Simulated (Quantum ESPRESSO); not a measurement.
**AlN (P6_3mc): Raman and infrared activity**

Aim: Raman and infrared lines of AlN (P6_3mc).

Method: DFT LDA, scalar-relativistic, plane waves, PseudoDojo norm-conserving pseudopotentials, in Quantum ESPRESSO 8.0 development, patched.

**Measured values to reproduce.**

For AlN, wurtzite (literature value), “Electronic structure and chemical bonding anisotropy investigation of wurtzite AlN” (2011, arxiv:1112.6088) quotes earlier work: lattice constant a (a lattice parameter, reported experimental value) 3.111 Å [Literature experimental value cited in the paper's theory part].

For AlN, wurtzite (m-face PVT-grown bulk crystal, 300 K), “Structural, Surface and Optical Studies of m- and c-Face AlN Crystals Grown by Physical Vapor Transport Method” (2023, pmc:10004678) gives, by micro-Raman, 532 nm excitation: Raman mode (E2(low)) about 247.6 cm⁻¹; Raman mode (A1(TO)) about 610.4 cm⁻¹ [m-face sample; 325 nm excitation gives 609.2 cm-1]; Raman mode (E2(high)) about 656.1 cm⁻¹ [stress-sensitive mode; residual stress in the crystal is evaluated from it]; Raman mode (E1(TO)) about 669.1 cm⁻¹.

This is a report of a sequence of runs, with most program output left out.

The database entry behind the starting cell differs from later determinations by our own check (inner coordinate u about 0.002 short), so it need not match the best structure at ambient conditions.

### Step 1. Starting point

The structure is hexagonal, space group P6_3mc (No. 186). Conventional cell: a = 3.113 Å, b = 3.113 Å, c = 4.981 Å, α = 90.00°, β = 90.00°, γ = 120.00°. Al has 4 N at 1.89 Å nearest. Nearest to N lie 4 Al at 1.89 Å. Farther neighbours and most contacts between anions are not listed.

### Step 2. A first look

Before anything dear is run, a loose run with smearing shows whether this is a metal and how far the cell is from rest.

probe.in

```
&control
   calculation = 'scf'
   prefix = 'x'
   outdir = './tmp'
   pseudo_dir = './pseudo'
   tprnfor = .true.
   tstress = .true.
   verbosity = 'high'
/
&system
   ibrav = 4
   celldm(1) = 5.88271743
   celldm(3) = 1.60006425
   nat = 4
   ntyp = 2
   ecutwfc = 84.0
   occupations = 'smearing'
   smearing = 'gaussian'
   degauss = 0.01
/
&electrons
   conv_thr = 1.0d-07
   mixing_beta = 0.7
   electron_maxstep = 100
/
ATOMIC_SPECIES
 Al     26.9815  Al.upf
 N      14.0070  N.upf
ATOMIC_POSITIONS crystal
 Al     0.333333330   0.666666670   0.000000000
 Al     0.666666670   0.333333330   0.500000000
 N      0.333333330   0.666666670   0.380000000
 N      0.666666670   0.333333330   0.880000000
K_POINTS automatic
 6 6 4 0 0 0
```

Started as:

```sh
$ OMP_NUM_THREADS=1 mpirun -n 4 pw.x -nk 4 -in probe.in > probe.out
```

Wall time 6 s (4 MPI ranks of Intel Xeon at 2.70GHz, shared host); 23 s of CPU time.

Numbers from this step:

* volume per atom: 10.45 Å³
* pressure: -5.900 GPa
* gap on the k-mesh: 4.255 eV

A gap of 4.3 eV opens on this mesh, so the crystal is taken as an insulator; the start stands at -5.9 GPa.

### Step 3. Relaxation

The relaxation runs at a cutoff a fifth above that of the response, since stress converges more slowly with the basis than frequencies do. Forces and stress are brought to rest with tight thresholds.

relax.in

```
&control
   calculation = 'vc-relax'
   prefix = 'x'
   outdir = './tmp'
   pseudo_dir = './pseudo'
   tprnfor = .true.
   tstress = .true.
   forc_conv_thr = 2.0d-05
   etot_conv_thr = 1.0d-07
   nstep = 40
/
&system
   ibrav = 4
   celldm(1) = 5.88271743
   celldm(3) = 1.60006425
   nat = 4
   ntyp = 2
   ecutwfc = 101
   occupations = 'fixed'
   nbnd = 10
/
&electrons
   conv_thr = 1.0d-11
   mixing_beta = 0.7
   electron_maxstep = 100
/
&ions
/
&cell
   press_conv_thr = 0.2
/
ATOMIC_SPECIES
 Al     26.9815  Al.upf
 N      14.0070  N.upf
ATOMIC_POSITIONS crystal
 Al     0.333333330   0.666666670   0.000000000
 Al     0.666666670   0.333333330   0.500000000
 N      0.333333330   0.666666670   0.380000000
 N      0.666666670   0.333333330   0.880000000
K_POINTS automatic
 9 9 6 0 0 0
```

Started as:

```sh
$ OMP_NUM_THREADS=1 mpirun -n 4 pw.x -nk 4 -in relax.in > relax.out
```

Elapsed: 87 s, on 4 MPI ranks; 5.8 min of CPU time.

Relaxation path:

```
step  energy less that of the first step (eV)  largest force (eV/Å)  pressure (GPa)  volume (Å³)
   1                                   0.0000                0.1142           -5.86        41.80
   2                                  -0.0238                0.0331            0.13        40.57
   3                                  -0.0239                0.0234            0.00        40.59
   4                                  -0.0240                0.0118           -0.03        40.59
   5                                  -0.0240                0.0000           -0.01        40.58
   6                                  -0.0240                0.0001            0.00        40.58
   7                                  -0.0239                0.0002            0.00        40.58
```

```
conventional cell, symmetrised  before  after  change
                         a (Å)   3.113  3.082  -1.0 %
                         b (Å)   3.113  3.082  -1.0 %
                         c (Å)   4.981  4.933  -1.0 %
              volume (Å³/atom)   10.45  10.15  -2.9 %
```

Final coordinates:

```
Al N
1.0
     3.08203    0.00000    0.00000
    -1.54101    2.66912    0.00000
     0.00000    0.00000    4.93331
Al N
2 2
Direct
  0.33333 0.66667 0.99902
  0.66667 0.33333 0.49902
  0.33333 0.66667 0.38098
  0.66667 0.33333 0.88098
```

The last row of the table of steps is pw.x's closing run on a basis chosen anew for the final cell, so its energy can jump.

This step gave:

| Item | Value |
| --- | --- |
| volume per atom | 10.15 Å³ |
| pressure | 0.002333 GPa |
| gap on the k-mesh | 4.493 eV |

The volume changes by -2.9 % from the cell with which this run began.

### Step 4. Ground state

Perturbation theory inherits every error of the wavefunctions, so the threshold is set near the limit of the arithmetic. With a gap, occupations are fixed, which also allows the response to an electric field.

scf.in

```
&control
   calculation = 'scf'
   prefix = 'x'
   outdir = './tmp'
   pseudo_dir = './pseudo'
   tprnfor = .true.
   tstress = .true.
/
&system
   ibrav = 4
   celldm(1) = 5.82419099
   celldm(3) = 1.60067106
   nat = 4
   ntyp = 2
   ecutwfc = 84.0
   occupations = 'fixed'
   nbnd = 10
/
&electrons
   conv_thr = 1.0d-12
   mixing_beta = 0.7
   electron_maxstep = 100
/
ATOMIC_SPECIES
 Al     26.9815  Al.upf
 N      14.0070  N.upf
ATOMIC_POSITIONS crystal
 Al     0.333333333   0.666666667  -0.000975439
 Al     0.666666667   0.333333333   0.499024561
 N      0.333333333   0.666666667   0.380975439
 N      0.666666667   0.333333333   0.880975439
K_POINTS automatic
 9 9 6 0 0 0
```

Started as:

```sh
$ OMP_NUM_THREADS=1 mpirun -n 4 pw.x -nk 4 -in scf.in > scf.out
```

It took 17 s on 4 MPI ranks.

Read from the output:

| Property | Result |
| --- | --- |
| pressure | 0.01267 GPa |

The cell stands at 0.013 GPa, close enough for phonons.

### Step 5. Linear response at Γ

At q = 0 one unit cell holds all displacements; symmetry groups them into irreducible representations that are solved one by one. The response to a field gives ε∞ and the Born charges, which polar modes need. Third-order response adds the Raman tensors.

ph.in

```
phonons
&inputph
   prefix = 'x'
   outdir = './tmp'
   fildyn = 'g.dyn'
   tr2_ph = 1.0d-18
   epsil = .true.
   lraman = .true.
   elop = .true.
/
0.000000000000 0.000000000000 0.000000000000
```

Started as:

```sh
$ OMP_NUM_THREADS=1 mpirun -n 4 ph.x -nk 4 -in ph.in > ph.out
```

The job ended after 10 min (4 MPI ranks).

Numbers from this step:

| Quantity | Value |
| --- | --- |
| miss of the charge sum rule | 0.001080 e |
| largest acoustic frequency at the zone centre before the sum rule | -1.27 cm⁻¹ |
| highest optical zone-centre mode (no LO-TO term) | 735.9 cm⁻¹ |
| lowest optical zone-centre mode | 241.5 cm⁻¹ |
| mean high-frequency dielectric constant | 4.422 |
| largest Born charge in size (third of the trace) | 2.563 e |

Born charge (rows field, columns displacement), before the sum rule (e), principal values of the symmetric part by kind of site:

```
atom  atoms with these values    low  middle   high   mean
 Al1                        2   2.51    2.51   2.67   2.56
  N3                        2  -2.67   -2.51  -2.51  -2.56
```

In full for Al1:

```
2.51 0.00 0.00
0.00 2.51 0.00
0.00 0.00 2.67
```

High-frequency dielectric tensor:

```
4.35 0.00 0.00
0.00 4.35 0.00
0.00 0.00 4.57
```

The acoustic modes at Γ come out as far as 1.3 cm⁻¹ from zero, where they should vanish, a small numerical error; the Born charges miss their sum rule by 0.0011 e, which is good.

### Step 6. Zone-centre analysis

A rigid shift of the crystal must cost nothing, but grids and finite bases break this; the acoustic sum rule is imposed before the matrix is diagonalised again. With Born charges the intensities follow, and the static dielectric tensor.

dynmat.in

```
&input
   fildyn = 'g.dyn'
   asr = 'crystal'
   fileig = 'dynmat.eig'
   lperm = .true.
/
```

Started as:

```sh
$ dynmat.x -in dynmat.in > dynmat.out
```

The job ended after 0.63 s (1 thread).

Numbers from this step:

| Property | Result |
| --- | --- |
| mean static dielectric constant | 8.382 |

Unit eigenvectors of the mass-weighted matrix after the sum rule; no LO-TO term. Modes at Γ, with each element's share of the kinetic energy:

```
mode  frequency (cm⁻¹)  symmetry  Al %  N %
   1               0.0  acoustic    66   34
   2               0.0  acoustic    66   34
   3               0.0  acoustic    66   34
   4             241.5        E2    71   29
   5             241.5        E2    71   29
   6             554.9        B1   100    0
   7             625.4        A1    34   66
   8             672.8        E2    29   71
   9             672.8        E2    29   71
  10             683.5        E1    34   66
  11             683.5        E1    34   66
  12             735.9        B1     0  100
```

Displacements in mode 4 (241.5 cm⁻¹), the largest set to 1:
```
Al1  0.52  1.00  0.00
Al2 -0.52 -1.00  0.00
N3  -0.47 -0.89  0.00
N4   0.47  0.89  0.00
```

Displacements in mode 11 (683.5 cm⁻¹), the largest set to 1:
```
Al1 -0.05 -0.52  0.00
Al2 -0.05 -0.52  0.00
N3   0.09  1.00  0.00
N4   0.09  1.00  0.00
```

Degenerate modes summed, no LO-TO term. Lines of the infrared spectrum (strongest = 100):

```
position (cm⁻¹)  lines merged  label  IR intensity, relative
            242             2     E2                     0.0
            555             1     B1                     0.0
            625             1     A1                      57
            673             2     E2                     0.0
            684             2     E1                     100
            736             1     B1                     0.0
```

Degenerate modes summed. Raman lines, with heights relative to the strongest:

```
position (cm⁻¹)  lines merged  label  Raman activity, relative
            242             2     E2                       0.6
            555             1     B1                       0.0
            625             1     A1                       100
            673             2     E2                        92
            684             2     E1                        48
            736             1     B1                       0.0
```

Static dielectric tensor (ions relaxed, fixed cell):

```
7.89 0.00 0.00
0.00 7.89 0.00
0.00 0.00 9.36
```

The rule moves no optical mode by more than 0.1 cm⁻¹.

### Step 7. Sum rules set otherwise: a sum rule for molecules or wires on a crystal

This rule also removes rotations, which suits wires and not a crystal; it is tried to see the harm.

dynmat.in

```
&input
   fildyn = 'g.dyn'
   asr = 'one-dim'
   fileig = 'dynmat.eig'
   lperm = .true.
/
```

Started as:

```sh
$ dynmat.x -in dynmat.in > dynmat.out
```

The job ended after 0.67 s (1 thread).

The program raised no error, yet the settings are not those of a careful run.

The fault: a sum rule for molecules or wires on a crystal; 1 optical mode is projected out to zero frequency, as if it were a rotation.

For a crystal the rule has to be 'simple' or 'crystal'.

Zone-centre frequencies as printed; negative means imaginary. Modes:

```
mode  frequency (cm⁻¹)
   1                 0
   2                 0
   3                 0
   4                 0
   5             243.3
   6             458.9
   7             554.9
   8             625.4
   9             675.2
  10             683.5
  11             686.2
  12             735.9
```

### Step 8. Modes along a direction of q (1 0 0)

A longitudinal polar mode sets up a macroscopic field that stiffens it; the term hangs on the direction from which q goes to zero.

dynmat.in

```
&input
   fildyn = 'g.dyn'
   asr = 'crystal'
   fileig = 'dynmat.eig'
   q(1) = 1.0
   q(2) = 0.0
   q(3) = 0.0
/
```

Started as:

```sh
$ dynmat.x -in dynmat.in > dynmat.out
```

It took 0.63 s on 1 thread.

Numbers from this step:

```yaml
highest_mode_moved_by_the_lo_to_term: 920.7 cm⁻¹
```

Zone-centre frequencies as printed; negative means imaginary. Modes:

```
mode  frequency (cm⁻¹)
   1                 0
   2                 0
   3                 0
   4             241.5
   5             241.5
   6             554.9
   7             625.4
   8             672.8
   9             672.8
  10             683.5
  11             735.9
  12             920.7
```

The field moves one mode, from 684 to 921 cm⁻¹; the others stay.

### Step 9. Modes along a direction of q (0 0 1)

dynmat.in

```
&input
   fildyn = 'g.dyn'
   asr = 'crystal'
   fileig = 'dynmat.eig'
   q(1) = 0.0
   q(2) = 0.0
   q(3) = 1.0
/
```

Started as:

```sh
$ dynmat.x -in dynmat.in > dynmat.out
```

Run time: 0.66 s. Hardware: 1 thread.

Read from the output:

```yaml
highest_mode_moved_by_the_lo_to_term: 895.4 cm⁻¹
```

Zone-centre frequencies as printed; negative means imaginary. Modes:

```
mode  frequency (cm⁻¹)
   1                 0
   2                 0
   3                 0
   4             241.5
   5             241.5
   6             554.9
   7             672.8
   8             672.8
   9             683.5
  10             683.5
  11             735.9
  12             895.4
```

The field moves one mode, from 625 to 895 cm⁻¹; the others stay.

### Step 10. Modes along a direction of q (1 1 1)

dynmat.in

```
&input
   fildyn = 'g.dyn'
   asr = 'crystal'
   fileig = 'dynmat.eig'
   q(1) = 1.0
   q(2) = 1.0
   q(3) = 1.0
/
```

Started as:

```sh
$ dynmat.x -in dynmat.in > dynmat.out
```

Run time: 0.64 s. Hardware: 1 thread.

Numbers from this step:

```yaml
highest_mode_moved_by_the_lo_to_term: 913.1 cm⁻¹
```

Zone-centre frequencies as printed; negative means imaginary. Modes:

```
mode  frequency (cm⁻¹)
   1                 0
   2                 0
   3                 0
   4             241.5
   5             241.5
   6             554.9
   7             644.5
   8             672.8
   9             672.8
  10             683.5
  11             735.9
  12             913.1
```

The field moves 2 modes; the highest of them now lies at 913 cm⁻¹, where the highest that moved away lay at 684.

### Step 11. Results

| Quantity | Value |
| --- | --- |
| space group after relaxation | P6_3mc |
| volume per atom | 10.1 Å³ |
| gap on the k-mesh | 4.49 eV |
| highest optical zone-centre mode (no LO-TO term) | 735.9 cm⁻¹ |
| lowest optical zone-centre mode | 241.5 cm⁻¹ |
| highest mode moved by the LO-TO term | 920.7 cm⁻¹ |
| mean high-frequency dielectric constant | 4.42 |
| largest Born charge in size (third of the trace) | 2.56 e |
| mean static dielectric constant | 8.38 |
| imaginary optical modes at the zone centre (no q mesh in this session) | none |

In words: The largest Raman activity of AlN (P6_3mc) lies at 625 cm⁻¹ and the strongest infrared line at 684 cm⁻¹ (transverse modes). At the LDA level the optical modes of AlN (P6_3mc) at the zone centre (no LO-TO term) run from 242 to 736 cm⁻¹. Along the directions run, the highest mode that the macroscopic field moves lies at 921 cm⁻¹. Lattice motion raises the mean dielectric constant from 4.422 to 8.382. The Born charge of Al is 2.562 e against a formal charge of +3, somewhat under it. Of the 9 optical modes, 4 are Raman active alone, 2 are silent and 3 are both infrared and Raman active. These are harmonic frequencies at zero temperature: anharmonic shifts and linewidths and thermal expansion are left out. The build is a development version in which the Raman tensors of release 7.5 are mended; dynmat.x leaves out the electro-optic term of LO lines.

Comparison with the measured values:

| quantity | measured | LDA PseudoDojo norm-conserving, Quantum ESPRESSO |
| --- | --- | --- |
| lattice constant a (Å) | 3.111 | 3.082 (-0.9 %) |
| Raman mode, E2(low) (cm⁻¹) | 247.6 | 242 (-2.5 %) |
| Raman mode, A1(TO) (cm⁻¹) | 610.4 | 625 (+2.5 %) |
| Raman mode, E2(high) (cm⁻¹) | 656.1 | 673 (+2.5 %) |
| Raman mode, E1(TO) (cm⁻¹) | 669.1 | 684 (+2.2 %) |

Measured values from arxiv:1112.6088 (2011) and pmc:10004678 (2023).

**Verdict.** Measured modes were matched to the nearest mode of that symmetry; at LDA PseudoDojo norm-conserving, Quantum ESPRESSO, 4 of them have a partner, and the computed frequencies miss them by 2.4 % on average (mean signed +1.2 %), which is good agreement. The lattice constant a is off by -0.9 %: fair agreement. The grades are ours: good and fair within 0.7 and 1.5 % for the lattice constant a and 3 and 7 % for the Raman mode. For lattice constants and Raman mode the calculation has a static lattice, without zero-point motion or thermal expansion (measured at up to 300 K).

[Host names and launcher messages were left out of these logs when they were recorded.]

[Logs are printed without paths, hosts, clocks, repeated set-up lines and the standing remarks that a program may print on its own settings, such as how far it seeks lower states.]

[Hosts, paths, dates, database ids (printed as entryN), source tags and the programs' standing remarks are cut or masked in the printed files.]
